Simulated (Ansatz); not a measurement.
**Phonons of Si2W (I4/mmm) against volume**

Aim: how do the optical modes of Si2W (I4/mmm) move with volume?

Program: Ansatz 0.2.0. Level of theory: DFT LDA, scalar-relativistic, plane waves, PAW; PAW set soft_1. Results are calculated unless marked as measured.

Most raw output is cut from this account.

## Step 1: Set-up

The structure is tetragonal, space group I4/mmm (No. 139). Conventional cell: a = 3.214 Å, b = 3.214 Å, c = 7.830 Å, α = 90.00°, β = 90.00°, γ = 90.00°. Nearest to Si lie 5 Si at 2.59 to 2.63 Å and 5 W at 2.62 Å. Nearest to W lie 10 Si at 2.62 Å. Farther neighbours are not listed.

## Step 2: Relaxation

Harmonic phonons are second derivatives at a point where the forces vanish, and they are wanted at zero stress, so atoms and cell are relaxed first.

Contents of input.yaml:

```yaml
crystal:
  lattice:
    - [-1.6069, 1.6069, 3.91495]
    - [1.6069, -1.6069, 3.91495]
    - [1.6069, 1.6069, -3.91495]
  atoms:
    - { symbol: Si, position: [0.3347, 0.3347, 0.0] }
    - { symbol: Si, position: [0.6653, 0.6653, 0.0] }
    - { symbol: W, position: [0.0, 0.0, 0.0] }
kpoints:
  mp_grid: { grid: [18, 18, 18] }
hamiltonian:
  xc: lda
  pseudopotentials: { kind: paw, azcp: { folder: soft_1 }, xc_functional: pbe }
scf:
  occupations: { method: gaussian, width: 0.1 }
output:
  forces: true
  stress: true
  eigenvalues: true
  write_density: true
  write_potential: true
  elf: true
  volumetric_format: npy
relax:
  adjacent_minimum: "off"
  f_tol: 0.005
  max_steps: 80
  cell: { stress_tol: 0.05 }
```

Command:

```console
ansatz run input.yaml --threads 4 --pin off --max-ram 10240MiB --backend cpu --events-out ev --progress --plain --runs-dir out
```

Run time: 36 s. Hardware: 4 threads of Arm Neoverse N1, shared host; peak memory 0.57 GiB.

Step by step:

| step | energy less that of the first step (eV) | largest force component (eV/Å) | pressure (GPa) | volume (Å³) |
| --- | --- | --- | --- | --- |
| 1 | 0.0000 | 0.0649 | -5.69 | 40.44 |
| 2 | -0.0149 | 0.0649 | 2.40 | 39.06 |
| 3 | -0.0182 | 0.0119 | -0.10 | 39.46 |
| 4 | -0.0182 | 0.0044 | -0.01 | 39.44 |
| 5* | -0.0180 | 0.0044 | -0.01 | 39.44 |

Relaxation steps marked * repeat the geometry before them on a plane-wave basis chosen anew for their cell, so energy and pressure can jump there.

Forces are held to the 16 operations that the run works with; a distortion that breaks them can't arise in this run.

| conventional cell, symmetrised | before | after | change |
| --- | --- | --- | --- |
| a (Å) | 3.214 | 3.186 | -0.9 % |
| b (Å) | 3.214 | 3.186 | -0.9 % |
| c (Å) | 7.830 | 7.773 | -0.7 % |
| volume (Å³/atom) | 13.48 | 13.15 | -2.5 % |

The relaxed structure:

```xyz
3
Lattice="-1.5929 1.5929 3.8864 1.5929 -1.5929 3.8864 1.5929 1.5929 -3.8864" Properties=species:S:1:pos:R:3 pbc="T T T"
Si    0.0000    0.0000    2.6017
Si    0.0000    0.0000    5.1711
W     0.0000    0.0000    0.0000
```

This step gave:

```yaml
pressure: -0.01007 GPa
volume_per_atom: 13.15 Å³
gap_on_the_k_mesh: 0 eV
```

Valence density in the ac plane of the conventional cell at fractional y = 0.000, with atoms of Si and W within 0.2 Å of it. It is the smooth field of the valence electrons, not physical close to the nuclei.

Ten steps, logarithmic in the rise over the least value, from '0' (0.1 e/Å³) to '9' (5.7 e/Å³), each cell a mean:
```
99975322236899
98764222234688
66543222223456
44332211122334
43332110112333
44332100012334
22332100123332
01233211123320
01333221233321
23333222233333
33333222223333
33322222222333
33332222222333
33333222223333
12333222233332
01233211223320
12232210123321
33332100012333
44332100012334
33322111112333
54432211223344
87653222234577
99874322235799
99975322246899
```
Columns run along a (3.2 Å), rows up along c (7.8 Å), edges of the conventional cell, whose origin can differ from the input's. Atoms in or near the plane, at fractional coordinates: Si at (0.00, 0.33), Si at (0.00, 0.67), W at (0.00, 0.00).

ELF in the ac plane of the conventional cell at fractional y = 0.000, with atoms of Si and W within 0.2 Å of it. It is the smooth field of the valence electrons, not physical close to the nuclei.

Ten even steps from '_' (0.11) to '@' (0.73), each cell a mean:
```
--**%%**::..::--::..--##%%++
####**==..::--==--..::==####
------::::----==--::::::----
========----::::::----======
%%%%##**==::..__..::++##%%%%
@@@@%%##==..______::++##%%@@
++++++**++::____..--++**++++
++----++**==::..::++**++--==
----++##%%**==--==##%%**==--
--==**%%%%**++==++##%%%%**==
++++######++======**####**++
++++****++========++++**++++
++++******++======++******++
==++##%%##**++==++**%%%%**++
::--++%%%%**====++##%%##++--
==--==**##++--::--**##++----
======++++--..__..==++++====
######**==::______::++######
@@@@%%##==::______::++##@@@@
******++==::::..::--==++****
::::::::--------------::::::
****==::::::--==--::::--++**
**##%%++....--==::..::**%%##
__==%%**::..::--::__--####--
```
Columns run along a (3.2 Å), rows up along c (7.8 Å), edges of the conventional cell, whose origin can differ from the input's. Atoms in or near the plane, at fractional coordinates: Si at (0.00, 0.33), Si at (0.00, 0.67), W at (0.00, 0.00).

Electrostatic potential energy in the ac plane of the conventional cell at fractional y = 0.000, with atoms of Si and W within 0.2 Å of it. With pseudopotentials it is smooth inside the atoms' cores, unlike the true potential.

Ten even steps from '0' (-29 eV) to '9' (18 eV), each cell a mean:
```
00025899974100
00257999987410
45689999998765
88999999999988
88899999999988
44689999998754
32258999997422
85137999986226
63147999987324
22478999998632
66889999999876
88999999999998
88899999999988
34689999998754
32258999997422
85137999986226
53147999987314
22478999998632
67899999999877
88999999999998
67889999999877
22468999998632
00036899985200
00015899974000
```
Columns run along a (3.2 Å; values clipped at the 3rd and 97th percentile), rows up along c (7.8 Å), edges of the conventional cell, whose origin can differ from the input's. Atoms in or near the plane, at fractional coordinates: Si at (0.00, 0.33), Si at (0.00, 0.67), W at (0.00, 0.00).

In this step the volume went from 13.48 to 13.15 Å³/atom.

## Step 3: Tight relaxation

Phonons need small forces and stress, so the relaxation is finished with tight tolerances on 20×20×20 k points.

input.yaml, the sections that differ from step 2:

```yaml
crystal:
  lattice:
    - [-1.5929037367, 1.5929037367, 3.8863876721]
    - [1.5929037367, -1.5929037367, 3.8863876721]
    - [1.5929037367, 1.5929037367, -3.8863876721]
  atoms:
    - { symbol: Si, position: [0.3347181176, 0.3347181176, 0.0] }
    - { symbol: Si, position: [0.6652818824, 0.6652818824, 0.0] }
    - { symbol: W, position: [0.0, 0.0, 0.0] }
kpoints:
  mp_grid: { grid: [20, 20, 20] }
scf:
  occupations: { method: methfessel_paxton, width: 0.2 }
relax:
  adjacent_minimum: "off"
  f_tol: 0.001
  max_steps: 60
  cell: { stress_tol: 0.01 }
# hamiltonian, output: as in step 2
```

The job ended after 36 s (4 threads; peak memory 0.64 GiB; 2.3 min of CPU time).

Little changed from the start: no atom moved by 0.005 Å and no cell edge by 0.1 %.

This step gave:

```yaml
pressure: 4.47e-5 GPa
```

Valence density in the ac plane of the conventional cell at fractional y = 0.000, with atoms of Si and W within 0.2 Å of it. It is the smooth field of the valence electrons, not physical close to the nuclei.

Ten steps, logarithmic in the rise over the least value, from '_' (0.1 e/Å³) to '@' (5.7 e/Å³), each cell a mean:
```
@@@@@@##++--::::::--**%%@@@@
@@%%##**==::::::::--==**%%%%
****++==--::::::::::--==++**
====----::::......::::----==
==------::....__....::------
====----::..______..::----==
::::----::..____..::------::
__..::----::......::----::__
__..------::::..::------::..
::--------::::::::----------
----------::::::::::--------
------::::::::::::::::------
--------::::::::::::::------
----------::::::::::--------
..::------::::::::--------::
__..::----::....::::----::__
..::::--::::..__..::----::..
--------::..______..::------
====----::..______..::----==
------::::..........::------
++====--::::....::::----====
%%##**++--::::::::--==++####
@@@@%%##==--::::::--++##@@@@
@@@@@@##++--::::::==**%%@@@@
```
Columns run along a (3.2 Å), rows up along c (7.8 Å), edges of the conventional cell, whose origin can differ from the input's. Atoms in or near the plane, at fractional coordinates: Si at (0.00, 0.33), Si at (0.00, 0.67), W at (0.00, 0.00).

ELF in the ac plane of the conventional cell at fractional y = 0.000, with atoms of Si and W within 0.2 Å of it. It is the smooth field of the valence electrons, not physical close to the nuclei.

Ten even steps from '_' (0.11) to '@' (0.73), each cell a mean:
```
--**%%**::..::--::..--##%%++
####**==..::--==--..::==####
------::::----==--::::::----
========----::::::----======
%%%%##**==::..__..::++##%%%%
@@@@%%##==..______::++##%%@@
++++++**++::____..--++**++++
++----++**==::..::++**++--==
----++##%%**==--==##%%**==--
--==**%%%%**++==++##%%%%**==
++++######++======**####**++
++++****++========++++**++++
++++******++======++******++
==++##%%##**++==++**%%%%**++
::--++%%%%**====++##%%##++--
==--==**##++--::--**##++----
======++++--..__..==++++====
######**==::______::++######
@@@@%%##==::______::++##@@@@
******++==::::..::--==++****
::::::::--------------::::::
****==::::::--==--::::--++**
**##%%++....--==::..::**%%##
__==%%**::..::--::__--####--
```
Columns run along a (3.2 Å), rows up along c (7.8 Å), edges of the conventional cell, whose origin can differ from the input's. Atoms in or near the plane, at fractional coordinates: Si at (0.00, 0.33), Si at (0.00, 0.67), W at (0.00, 0.00).

Electrostatic potential energy in the ac plane of the conventional cell at fractional y = 0.000, with atoms of Si and W within 0.2 Å of it. With pseudopotentials it is smooth inside the atoms' cores, unlike the true potential.

Values in eV, 24 rows by 14 columns, each cell a mean:
```
-28 -28 -27 -18  -1  11  16  17  15   8  -6 -22 -28 -28
-26 -25 -17  -5   7  14  17  17  16  12   4  -9 -21 -25
 -7  -4   3   9  14  16  18  18  17  16  13   8   0  -5
 10  11  13  15  17  18  18  18  18  17  16  15  12  11
 10  11  13  15  17  17  18  18  18  17  16  15  13  11
 -9  -6   2  10  14  16  17  18  17  16  13   8  -1  -8
-14 -18 -16  -2  10  15  17  18  17  14   7  -7 -18 -17
 10  -5 -20 -11   7  14  17  18  17  13   2 -16 -17   0
  0 -11 -20  -8   8  15  17  18  17  13   4 -13 -19  -7
-19 -18  -9   4  12  16  17  18  17  15  11   0 -13 -18
  1   4   9  13  15  17  17  17  17  16  15  12   7   3
 12  13  15  16  17  17  17  17  17  17  17  16  14  13
  9  11  13  15  16  17  17  17  17  17  16  14  12  10
-12  -9   1  10  14  16  17  17  17  16  13   7  -3 -10
-13 -18 -17  -3  10  15  17  18  17  14   7  -8 -19 -16
 12  -4 -20 -11   7  14  17  18  17  13   2 -16 -17   1
 -2 -12 -20  -8   8  15  17  18  17  13   4 -13 -19  -9
-17 -16  -8   5  12  16  17  18  17  15  11   1 -11 -17
  3   5  10  13  16  17  18  18  18  17  15  13   8   4
 12  13  14  16  17  18  18  18  18  17  17  15  14  12
  4   5   9  13  16  17  18  18  18  17  15  12   8   5
-19 -16  -8   3  11  15  17  18  17  14   9   0 -11 -17
-28 -28 -24 -13   3  13  16  17  16  10  -1 -17 -26 -28
-27 -28 -28 -21  -3  11  15  16  15   7  -9 -24 -29 -28
```
Columns run along a (3.2 Å; values clipped at the 3rd and 97th percentile), rows up along c (7.8 Å), edges of the conventional cell, whose origin can differ from the input's. Atoms in or near the plane, at fractional coordinates: Si at (0.00, 0.33), Si at (0.00, 0.67), W at (0.00, 0.00).

The largest force component left is 0.29 meV/Å and the pressure is 0.000 GPa, within the tolerances set. The cell now holds 13.15 Å³/atom.

## Step 4: Zone-centre response at rest

The force constants come from the linear response of the density to a displacement.

The modes at rest are the reference of the series.

input.yaml, the sections that differ from step 3:

```yaml
crystal:
  lattice:
    - [-1.5929412878, 1.5929412878, 3.8858930236]
    - [1.5929412878, -1.5929412878, 3.8858930236]
    - [1.5929412878, 1.5929412878, -3.8858930236]
  atoms:
    - { symbol: Si, position: [0.3347112741, 0.3347112741, 0.0] }
    - { symbol: Si, position: [0.6652887259, 0.6652887259, 0.0] }
    - { symbol: W, position: [0.0, 0.0, 0.0] }
output:
  eigenvalues: true
phonons:
  method: dfpt
# kpoints, hamiltonian, scf: as in step 3
# relax: removed
```

The job ended after 2.4 min (4 threads; peak memory 2 GiB).

Numbers from this step:

```yaml
sum_rule_residual_before_enforcement: 1.55e-5 eV/Å²
point_group: 4/mmm
highest_optical_mode_at_the_zone_centre_no_lo_to_term: 451.8 cm⁻¹
lowest_optical_zone_centre_mode: 264.1 cm⁻¹
```

Patterns of degenerate modes are one choice out of their space. Modes at Γ, with each element's share of the kinetic energy:

| mode | frequency (cm⁻¹) | symmetry | Si % | W % |
| --- | --- | --- | --- | --- |
| 1 | 0.0 | acoustic | 23 | 77 |
| 2 | 0.0 | acoustic | 23 | 77 |
| 3 | 0.0 | acoustic | 23 | 77 |
| 4 | 264.1 | Eu | 77 | 23 |
| 5 | 264.1 | Eu | 77 | 23 |
| 6 | 307.3 | A2u | 77 | 23 |
| 7 | 341.3 | Eg | 100 | 0 |
| 8 | 341.3 | Eg | 100 | 0 |
| 9 | 451.8 | A1g | 100 | 0 |

Displacements in mode 5 (264.1 cm⁻¹), the largest set to 1:
```
Si1  0.00  1.00  0.00
Si2  0.00  1.00  0.00
W3   0.00 -0.31  0.00
```

Displacements in mode 9 (451.8 cm⁻¹), the largest set to 1:
```
Si1  0.00  0.00 -1.00
Si2  0.00  0.00  1.00
W3   0.00  0.00  0.00
```

Before it was imposed, the acoustic sum rule was missed by 1.6e-5 eV/Å². Small misses are needed for a sound result but don't prove that mesh and cutoff are converged. The lowest optical mode is real, 264 cm⁻¹.

## Step 5: A member of the series: 1.06 times the volume at rest

The cell is set to 1.06 times the volume at rest, and shape and atoms relax at that volume.

input.yaml, the sections that differ from step 4:

```yaml
crystal:
  lattice:
    - [-1.6256375171, 1.6256375171, 3.9550212086]
    - [1.6256375171, -1.6256375171, 3.9550212086]
    - [1.6256375171, 1.6256375171, -3.9550212086]
  atoms:
    - { symbol: Si, position: [0.3353994659, 0.3353994659, 0.0] }
    - { symbol: Si, position: [0.6646005341, 0.6646005341, 0.0] }
    - { symbol: W, position: [0.0, 0.0, 0.0] }
output:
  forces: true
  stress: true
  eigenvalues: true
relax:
  adjacent_minimum: "off"
  f_tol: 0.001
  max_steps: 60
  cell: { stress_tol: 0.01, fix: [volume] }
# kpoints, hamiltonian, scf: as in step 4
# phonons: removed
```

Elapsed: 47 s, on 4 threads; peak memory 0.66 GiB; 3 min of CPU time.

Little changed from the start: no atom moved by 0.005 Å and no cell edge by 0.1 %.

This step gave:

- pressure: -12.22 GPa
- volume per atom: 13.94 Å³

The largest force component left is 0.092 meV/Å, at a pressure of -12.22 GPa.

## Step 6: Modes of this member: 1.06 times the volume at rest

The zone-centre modes follow for 1.06 times the volume at rest.

input.yaml, the sections that differ from step 5:

```yaml
crystal:
  lattice:
    - [-1.6262922533, 1.6262922533, 3.9518373107]
    - [1.6262922533, -1.6262922533, 3.9518373107]
    - [1.6262922533, 1.6262922533, -3.9518373107]
  atoms:
    - { symbol: Si, position: [0.3357566342, 0.3357566342, 0.0] }
    - { symbol: Si, position: [0.6642433658, 0.6642433658, 0.0] }
    - { symbol: W, position: [0.0, 0.0, 0.0] }
output:
  eigenvalues: true
phonons:
  method: dfpt
# kpoints, hamiltonian, scf: as in step 5
# relax: removed
```

Run time: 2.7 min. Hardware: 4 threads; peak memory 2.1 GiB; 10 min of CPU time.

Numbers from this step:

```yaml
sum_rule_residual_before_enforcement: 1.36e-5 eV/Å²
highest_optical_mode_at_the_zone_centre_no_lo_to_term: 418.6 cm⁻¹
lowest_optical_zone_centre_mode: 231.7 cm⁻¹
```

Patterns of degenerate modes are one choice out of their space. Modes at Γ, with each element's share of the kinetic energy:

| mode | frequency (cm⁻¹) | symmetry | Si % | W % |
| --- | --- | --- | --- | --- |
| 1 | 0.0 | acoustic | 23 | 77 |
| 2 | 0.0 | acoustic | 23 | 77 |
| 3 | 0.0 | acoustic | 23 | 77 |
| 4 | 231.7 | Eu | 77 | 23 |
| 5 | 231.7 | Eu | 77 | 23 |
| 6 | 270.5 | A2u | 77 | 23 |
| 7 | 303.2 | Eg | 100 | 0 |
| 8 | 303.2 | Eg | 100 | 0 |
| 9 | 418.6 | A1g | 100 | 0 |

The lowest optical mode is real, 232 cm⁻¹, and the highest lies at 418.6 cm⁻¹.

Between step 4 and this run (volume ratio 1.06) the value for the highest optical mode at the zone centre (no LO-TO term) moves from 452 cm⁻¹ to 419 cm⁻¹ (-7 %).

## Step 7: A member of the series: 0.9 times the volume at rest

The cell is set to 0.9 times the volume at rest, and shape and atoms relax at that volume.

input.yaml, the sections that differ from step 6:

```yaml
crystal:
  lattice:
    - [-1.5346816008, 1.5346816008, 3.7678735126]
    - [1.5346816008, -1.5346816008, 3.7678735126]
    - [1.5346816008, 1.5346816008, -3.7678735126]
  atoms:
    - { symbol: Si, position: [0.3334081378, 0.3334081378, 0.0] }
    - { symbol: Si, position: [0.6665918622, 0.6665918622, 0.0] }
    - { symbol: W, position: [0.0, 0.0, 0.0] }
output:
  forces: true
  stress: true
  eigenvalues: true
relax:
  adjacent_minimum: "off"
  f_tol: 0.001
  max_steps: 60
  cell: { stress_tol: 0.01, fix: [volume] }
# kpoints, hamiltonian, scf: as in step 6
# phonons: removed
```

Wall time 37 s (4 threads); peak memory 0.6 GiB.

(Part 1 of 2 ends here.)

[Logs are printed without paths, hosts, clocks, repeated set-up lines and the standing remarks that a program may print on its own settings, such as how far it seeks lower states.]

[Hosts, paths, dates, database ids (printed as entryN), source tags and the programs' standing remarks are cut or masked in the printed files.]
